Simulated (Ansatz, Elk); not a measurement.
# LaSc2Si2: X-ray structure factors from the self-consistent density

The structure of LaSc2Si2 used here is made up (a known structure type with other elements) and was relaxed beforehand with r2SCAN. The aim is the Fourier transform of its all-electron density, F(hkl), set beside the sum over free spherical atoms that refinements use.

Calculated with Elk 11.2.3 (patched build); DFT, PBE, all-electron APW+lo, Dirac cores, scalar-relativistic bands, static density, no spin.

This account leaves out most program logs.

The structure was built from a prototype and need not be the compound's stable phase.

### Step 1. Starting point

Symmetry: I4/mmm, No. 139, tetragonal system. Conventional cell: a = 4.373 Å, b = 4.373 Å, c = 11.906 Å, α = 90.00°, β = 90.00°, γ = 90.00°. La has 8 Si at 3.33 Å and 8 Sc at 3.69 Å nearest. Nearest to Sc lie 4 Si at 2.79 Å and 4 Sc at 3.09 Å and 4 La at 3.69 Å. Si has 1 Si at 2.48 Å and 4 Sc at 2.79 Å and 4 La at 3.33 Å nearest. Farther neighbours are not listed.

### Step 2. Ground state and structure factors

An all-electron density is needed, since X-rays see the cores too. Task 0 finds the density and task 195 Fourier-transforms it; tshift is off so that phases refer to the origin typed.

The input, elk.in:

```
tasks
  0
  195

xctype
  20

spinpol
  .false.

rgkmax
  7.0

gmaxvr
  14.0

lmaxo
  7

lmaxapw
  8

swidth
  0.002

tshift
  .false.

ramdisk
  .false.

hmaxvr
  5.5

maxscl
  120

epspot
  1e-06

sppath
  './'

avec
  -4.13230252273 4.13230252273 11.24914881816
  4.13230252273 -4.13230252273 11.24914881816
  4.13230252273 4.13230252273 -11.24914881816

atoms
  3
  'La.in'
  1
  -0.0000000000 -0.0000000000 -0.0000000000   0.000000 0.000000 0.000000
  'Sc.in'
  2
  0.7500000000 0.2500000000 0.5000000000   0.000000 0.000000 0.000000
  0.2500000000 0.7500000000 0.5000000000   0.000000 0.000000 0.000000
  'Si.in'
  2
  0.3959521764 0.3959521764 0.0000000000   0.000000 0.000000 0.000000
  0.6040478236 0.6040478236 -0.0000000000   0.000000 0.000000 0.000000

ngridk
  7 7 7
```

The run is started by

```console
$ OMP_NUM_THREADS=4 elk
```

Elapsed: 41 s, on 4 threads of Arm Neoverse V1, shared host; peak memory 0.22 GiB.

SFACRHO.OUT:

```text

h k l indices transformed by vhmat matrix:
   1.000000000       0.000000000       0.000000000    
   0.000000000       1.000000000       0.000000000    
   0.000000000       0.000000000       1.000000000    

      h      k      l  multipl.   |H|            Re(F)            Im(F)           |F|

      0      0      0      1   0.0000000       127.00000     -0.13589214E-16   127.00000    
      1      1     -1      2  0.55854762       21.696534      0.10663115E-13   21.696534    
      0     -1      0      8  0.80992437       32.007068     -0.66644472E-15   32.007068    
      1     -1      0      4   1.0751592       36.530898     -0.72261864E-17   36.530898    
      2      2     -2      2   1.1170952       61.029233     -0.19326897E-13   61.029233    
      1      2     -2      8   1.1313392       55.157169      -0.0000000       55.157169    
     -2      0      1      8   1.2115868       82.721195      0.13328894E-14   82.721195    
      1     -1     -1      4   1.5205047       90.069533      0.26606373E-14   90.069533    
     -3     -1      2      8   1.5504416     -0.77237668      0.66644472E-15  0.77237668    
     -3     -2      2      8   1.5899151       60.467717      -0.0000000       60.467717    
      0      2     -2      8   1.6198487       19.327753     -0.13328894E-14   19.327753    
      3      3     -3      2   1.6756429       2.3932219     -0.93302261E-14   2.3932219    
      1      0      1     16   1.7227629       27.902738      -0.0000000       27.902738    
     -3     -1      1      8   1.8867528       51.502832      0.53315577E-14   51.502832    
     -1     -2      0     16   1.8952211       46.323922      -0.0000000       46.323922    
     -4     -2      3      8   1.9909159       52.600708     -0.93302261E-14   52.600708    
     -3     -4      4      8   2.0975421       40.499529      -0.0000000       40.499529    
      0      0      2      4   2.1503183       77.600735     -0.59775859E-14   77.600735
```

Elk indexes on the primitive cell of elk.in and gives |H| = 4π sin θ/λ in inverse bohr. Below, one row stands for each form hkl of the conventional cell (m members, Friedel mates merged), F is for one primitive cell and the density is static (no thermal factor). Free-atom factors are Waasmaier and Kirfel's, and R is Σm||F|−|F'||/Σm|F|.

```tsv
hkl	m	sin θ/λ (Å⁻¹)	abs F, DFT	neutral atoms	diff.
002	2	0.084	21.697	21.772	-0.075
101	8	0.122	32.007	32.163	-0.156
110	4	0.162	36.531	36.154	+0.377
004	2	0.168	61.029	61.620	-0.591
103	8	0.170	55.157	55.016	+0.141
112	8	0.182	82.721	82.921	-0.200
200	4	0.229	90.070	90.379	-0.309
114	8	0.233	0.772	1.034	-0.262
105	8	0.239	60.468	60.622	-0.155
202	8	0.244	19.328	19.304	+0.024
006	2	0.252	2.393	2.044	+0.349
211	16	0.259	27.903	27.650	+0.252
204	8	0.284	51.503	51.202	+0.301
213	16	0.285	46.324	46.413	-0.089
116	8	0.299	52.601	52.400	+0.201
107	8	0.315	40.499	40.556	-0.057
220	4	0.323	77.601	77.620	-0.019
215	16	0.331	53.209	53.245	-0.037
222	8	0.334	18.345	18.302	+0.044
008	2	0.336	68.274	68.212	+0.062
206	8	0.340	3.104	3.113	-0.009
301	8	0.345	24.610	24.570	+0.040
```

### Step 3. The highest occupied states alone

An energy window below the Fermi level keeps the highest occupied states, to see at which angles they scatter; shallow core shells can lie inside it and anion s states outside. No new self-consistency is needed.

elk.in, as its differences from that of step 2:

```diff
@@ -1,3 +1,2 @@
 tasks
-  0
   195
@@ -40,2 +39,5 @@
 
+wsfac
+  -0.283080 0.568160
+
 sppath
```

The run is started by

```console
$ OMP_NUM_THREADS=4 elk
```

Wall time 16 s (4 threads); peak memory 0.17 GiB.

States within 15 eV below the Fermi level hold 17.00 electrons; any levels below the window count with the cores. Their amplitudes can exceed the total, where window and core parts have opposite phase:

```tsv
hkl	sin θ/λ (Å⁻¹)	abs F, window	abs F, all
002	0.084	0.745	21.697
101	0.122	2.604	32.007
110	0.162	1.520	36.531
004	0.168	1.066	61.029
103	0.170	0.956	55.157
112	0.182	1.132	82.721
200	0.229	0.804	90.070
114	0.233	0.611	0.772
105	0.239	0.211	60.468
202	0.244	0.389	19.328
```

### Step 4. Another functional

The difference from free atoms is small, so it is set against the change that PBEsol makes.

elk.in, as its differences from that of step 3:

```diff
@@ -1,2 +1,3 @@
 tasks
+  0
   195
@@ -4,3 +5,3 @@
 xctype
-  20
+  22
 
@@ -39,5 +40,2 @@
 
-wsfac
-  -0.283080 0.568160
-
 sppath
```

The run is started by

```console
$ OMP_NUM_THREADS=4 elk
```

The job ended after 41 s (4 threads; peak memory 0.22 GiB).

Against the first run R = 0.03 %; the largest change is -0.024 at 204.

### Step 5. A coarser k-mesh

About half the k-points along each axis test the sampling.

elk.in, as its differences from that of step 4:

```diff
@@ -5,3 +5,3 @@
 xctype
-  22
+  20
 
@@ -63,2 +63,2 @@
 ngridk
-  7 7 7
+  4 4 4
```

The run is started by

```console
$ OMP_NUM_THREADS=4 elk
```

The job ended after 29 s (4 threads; peak memory 0.22 GiB).

Against the first run R = 0.00 %; the largest change is +0.016 at 006.

### Step 6. Settings against the effect

```tsv
run	R against the first run (%)	R against neutral atoms, low angle (%)	wall time
PBE, rgkmax 7	0.00	0.46	41 s
PBEsol	0.03	0.46	41 s
k-mesh 4×4×4	0.00	0.46	29 s
```

### Step 7. What came out

| Property | Result |
| --- | --- |
| R against neutral atoms, sin θ/λ < 0.3 Å⁻¹ | 0.46 % |
| R against neutral atoms, 0.3 to 0.75 Å⁻¹ | 0.13 % |

What this shows: Independent neutral atoms miss the calculated amplitudes by R = 0.46 % below 0.3 Å⁻¹ and 0.13 % from there to 0.75 Å⁻¹; by shells, 0.47 % below 0.15 Å⁻¹ (2 forms), 0.46 % 0.15 to 0.3 (13 forms), 0.11 % 0.3 to 0.45 (22 forms), 0.13 % above 0.45 (112 forms). Bonding, aspherical density and the tables' own atoms all enter these figures, and the runs don't part them. The largest change of an amplitude is -0.59 electrons, at 004. Weak lines can change much in proportion: 114 goes from 1.03 to 0.77. The window's part falls from 17.0 electrons at the origin to at most 0.23 between 0.45 and 0.75 Å⁻¹. Below 0.3 Å⁻¹ the changes that finished (PBEsol and k-mesh 4×4×4) move F by R = 0.03 % at most, against the 0.46 % that separates it from free atoms. The basis has no finished test. Part of the difference isn't bonding: the tables are fits to free atoms and ions calculated by other methods than this functional. Thermal motion, anomalous dispersion and extinction are left out.

[Logs are printed without paths, hosts, clocks, repeated set-up lines and the standing remarks that a program may print on its own settings, such as how far it seeks lower states.]

[Hosts, paths, dates, database ids (printed as entryN), source tags and the programs' standing remarks are cut or masked in the printed files.]
